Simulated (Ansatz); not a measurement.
# Work function of K(111): what the settings cost and change, part 2 of 2

How far do functional and pseudopotentials move the work function of K(111), and at what cost?

Ansatz 0.2.0; plane-wave DFT, PBE, Ansatz PAW (the session's first sound run).

So far, work function, upper face (eV): step 2 (slab, setting PBE, Ansatz PAW (420 eV)) 2.21; step 4 (PBEsol) 2.21; step 5 (RPBE) 2.14; step 6 (r2SCAN) 2.16; step 7 (PBE JTH) 2.21.

## 8. Run

This step: plane-wave DFT, PBE, norm-conserving (Ansatz 0.2.0).

File input.yaml:

```yaml
crystal:
  lattice:
    - [7.3963369312, 0.0, 0.0]
    - [3.6981684656, 6.4054156774, 0.0]
    - [0.0, 0.0, 33.0977095393]
  atoms:
    - { symbol: K, position: [0.6666666667, 0.6666666667, 0.2719221398] }
    - { symbol: K, position: [0.0, 0.0, 0.3175377118] }
    - { symbol: K, position: [0.3333333333, 0.3333333333, 0.3631532839] }
    - { symbol: K, position: [0.6666666667, 0.6666666667, 0.4087688559] }
    - { symbol: K, position: [0.0, 0.0, 0.454384428] }
    - { symbol: K, position: [0.3333333333, 0.3333333333, 0.5] }
    - { symbol: K, position: [0.6666666667, 0.6666666667, 0.545615572] }
    - { symbol: K, position: [0.0, 0.0, 0.5912311441] }
    - { symbol: K, position: [0.3333333333, 0.3333333333, 0.6368467161] }
    - { symbol: K, position: [0.6666666667, 0.6666666667, 0.6824622882] }
    - { symbol: K, position: [0.0, 0.0, 0.7280778602] }
kpoints:
  mp_grid: { grid: [7, 7, 1] }
hamiltonian:
  xc: pbe
  pseudopotentials: { kind: nc }
scf:
  occupations: { method: fermi_dirac, width: 0.1 }
  convergence: { dr2_threshold: 1.0e-09 }
efield:
  axis: 3
  dipole_correction: true
  ramp_position: 0.97
  ramp_width: 0.06
output:
  write_potential: true
  write_density: true
  volumetric_format: npy
```

Launch:

```console
> ansatz run input.yaml --threads 4 --pin off --max-ram 6144MiB --backend cpu --events-out ev --progress --plain --runs-dir out
```

Numbers of over 12 decimals in the logs are rounded to 6 here.

What it wrote:

```text
[...]
Crystal: 11 atoms, lattice volume = 1568.057 Å³
Basis set: ecut = 850 eV, 88363 PW (Γ)
Bands: 61, of which v1, the nominal top of the filled ones, is band 50 counted from 1 (49 counted from 0)
Symmetry: 6 space group operations
k-points: 8 of 49 (time reversal used)
[...]
k-point 1: bands = [... 46 lower, -1.2494, -0.6018, 0.0872, 0.5194, 0.7449, 0.7668, 0.9126, 0.9574, ... 7 higher]
  k-point 2: bands = [... 46 lower, -1.0139, -0.3861, -0.2167, 0.0691, 0.2806, 0.5062, 0.6630, 0.7499, ... 7 higher]
  k-point 7: bands = [... 46 lower, -0.6720, -0.6519, -0.4272, -0.3734, -0.3236, 0.0488, 0.1643, 0.1984, ... 7 higher]
[key lines of the parts left out:]
SCF converged after 12 iterations
Free energy (F): -8459.278689 eV
Fermi energy:    -0.093735 eV
Dipole field:    D = 0.000000 V/Å  (p = 0.000000 e·Å, saw-weighted, corrected)
Work function:   Φ+ = 2.2058 eV   Φ− = 2.2058 eV
```

The job ended after 3.1 min (4 threads of Arm Neoverse N1, shared host; peak memory 5.3 GiB).

The work function is 2.206 eV, -0.000 eV from the run “PBE, Ansatz PAW (420 eV)”, at 2.5 times its CPU time.

## 9. Slab

This step: plane-wave DFT, LDA, norm-conserving (Ansatz 0.2.0).

input.yaml, as its differences from that of step 8:

```diff
@@ -20,3 +20,3 @@
 hamiltonian:
-  xc: pbe
+  xc: lda
   pseudopotentials: { kind: nc }
```

What it wrote:

```text
[...]
Crystal: 11 atoms, lattice volume = 1568.057 Å³
Basis set: ecut = 979.609905 eV, 108991 PW (Γ)
Bands: 61, of which v1, the nominal top of the filled ones, is band 50 counted from 1 (49 counted from 0)
Symmetry: 6 space group operations
k-points: 8 of 49 (time reversal used)
[...]
k-point 1: bands = [... 46 lower, -1.4172, -0.7627, -0.0654, 0.3611, 0.6004, 0.6105, 0.7743, 0.7794, ... 7 higher]
  k-point 2: bands = [... 46 lower, -1.1814, -0.5494, -0.3806, -0.0920, 0.1171, 0.3477, 0.4730, 0.6233, ... 7 higher]
  k-point 7: bands = [... 46 lower, -0.8397, -0.8193, -0.5939, -0.5413, -0.4883, -0.1203, 0.0051, 0.0295, ... 7 higher]
[key lines of the parts left out:]
SCF converged after 10 iterations
Free energy (F): -8955.041251 eV
Fermi energy:    -0.258904 eV
Dipole field:    D = -0.000000 V/Å  (p = -0.000001 e·Å, saw-weighted, corrected)
Work function:   Φ+ = 2.3354 eV   Φ− = 2.3354 eV
```

Wall time 4.2 min (4 threads); peak memory 5.3 GiB.

The work function is 2.335 eV, +0.129 eV from the run “PBE, Ansatz PAW (420 eV)”, at 3.6 times its CPU time.

## 10. Slab, setting PBE, all layers relaxed

This step: plane-wave DFT, PBE, Ansatz PAW (Ansatz 0.2.0).

input.yaml, as its differences from that of step 9:

```diff
@@ -20,4 +20,3 @@
 hamiltonian:
-  xc: lda
-  pseudopotentials: { kind: nc }
+  xc: pbe
 scf:
@@ -30,2 +29,5 @@
   ramp_width: 0.06
+relax:
+  f_tol: 0.01
+  max_steps: 40
 output:
```

What it wrote:

```text
[...]
Crystal: 11 atoms, lattice volume = 1568.057 Å³
Basis set: ecut = 420 eV, 30747 PW (Γ), exchange–correlation on 100×100×450 points (8 copies of the dense FFT grid, shifted against one another)
Bands: 61, of which v1, the nominal top of the filled ones, is band 50 counted from 1 (49 counted from 0)
Symmetry: 6 space group operations
[...]
- { symbol: K, position: [-1.1472080795283648e-19, 0, 0.454038] }
    - { symbol: K, position: [0.333333, 0.333333, 0.500000] }
    - { symbol: K, position: [0.666667, 0.666667, 0.545962] }
    - { symbol: K, position: [2.7924083559811557e-19, 0, 0.592074] }
    - { symbol: K, position: [0.333333, 0.333333, 0.643264] }
    - { symbol: K, position: [0.666667, 0.666667, 0.681622] }
    - { symbol: K, position: [-3.7275509122469183e-19, 0, 0.726952] }
[key lines of the parts left out:]
SCF converged after 6 iterations
Free energy (F): -16914.986418 eV
Fermi energy:    -0.119379 eV
Dipole field:    D = -0.000000 V/Å  (p = -0.000001 e·Å, saw-weighted, corrected)
Work function:   Φ+ = 2.2116 eV   Φ− = 2.2116 eV
```

Wall time 2.5 min (4 threads); peak memory 2.3 GiB; 9.4 min of CPU time.

The relaxation took 4 steps and lowered the energy by 0.014 eV; the largest force on the free atoms ends at 0.0011 eV/Å.

The work function is 2.212 eV, +0.006 eV from the run “PBE, Ansatz PAW (420 eV)”, at 2.2 times its CPU time.

## 11. Comparing the runs

Times are for 4 threads of Arm Neoverse N1, shared host. The series side by side:

```tsv
no.	setting	work function, upper face (eV)	time	memory (GiB)
1	PBE, Ansatz PAW (420 eV)	2.206	89 s	2.4
2	LDA, Ansatz PAW (420 eV)	2.335	99 s	2.3
3	PBEsol, Ansatz PAW (420 eV)	2.209	63 s	2.4
4	RPBE, Ansatz PAW (420 eV)	2.137	62 s	2.4
5	r2SCAN, Ansatz PAW (500 eV)	2.161	2.5 min	4.9
6	PBE, JTH PAW (690 eV)	2.206	2.9 min	4.7
7	PBE, norm-conserving (850 eV)	2.206	3.1 min	5.3
8	LDA, norm-conserving (980 eV)	2.335	4.2 min	5.3
9	PBE, all layers relaxed	2.212	2.5 min	2.3
```

## 12. Varying the input

An input spoilt on purpose, to show how the run answers: it repeats the earlier run “PBE, Ansatz PAW (420 eV)” with scf.occupations from method: fermi_dirac, width: 0.1 removed, and scf.max_iter set to 75; its output block differs too.

input.yaml, as its differences from that of step 10:

```diff
@@ -22,4 +22,4 @@
 scf:
-  occupations: { method: fermi_dirac, width: 0.1 }
   convergence: { dr2_threshold: 1.0e-09 }
+  max_iter: 75
 efield:
@@ -29,5 +29,2 @@
   ramp_width: 0.06
-relax:
-  f_tol: 0.01
-  max_steps: 40
 output:
```

What it wrote:

```text
Error: YAML parse error: `scf.occupations.method` is required: fixed only where the cell keeps a band gap throughout the run, explicit beside scf.occupations.values (under evaluate: without them), else a smearing such as fermi_dirac (scf.occupations.width is optional; its entry in the input reference gives the default)
```

Elapsed: 0.03 s, on 4 threads; peak memory 0.022 GiB.

The input was rejected at the start.

The program's message: “Error: YAML parse error: `scf.occupations.method` is required: fixed only where the cell keeps a band gap throughout the run, explicit beside scf.occupations.values (under evaluate: without them), els …”

The fault put into the input: no occupation method.

## 13. Results

* work function, PBE, Ansatz PAW (420 eV): 2.206 eV
* work function, LDA, Ansatz PAW (420 eV): 2.335 eV
* work function, RPBE, Ansatz PAW (420 eV): 2.137 eV
* work function, r2SCAN, Ansatz PAW (500 eV): 2.161 eV
* work function, LDA, norm-conserving (980 eV): 2.335 eV
* work function, PBE, all layers relaxed: 2.212 eV

In words: PBE on the default files gives 2.21 eV, and the settings tried spread the value from 2.14 to 2.34 eV. At one geometry LDA lies 0.13 eV above PBE. The choice of pseudopotentials moves the PBE value by 0.000 eV. Relaxing the layers changes it by +0.006 eV. The ladder's slabs use the tabulated experimental lattice constant (two decimals; a low-temperature value for the alkali metals).

[Logs are printed without paths, hosts, clocks, repeated set-up lines and the standing remarks that a program may print on its own settings, such as how far it seeks lower states.]

[Hosts, paths, dates, database ids (printed as entryN), source tags and the programs' standing remarks are cut or masked in the printed files.]

[Maps of the electrostatic potential energy from Ansatz leave out the sawtooth potential of an applied field or a dipole correction, so their vacuum need not be flat; planar profiles and work functions include it.]
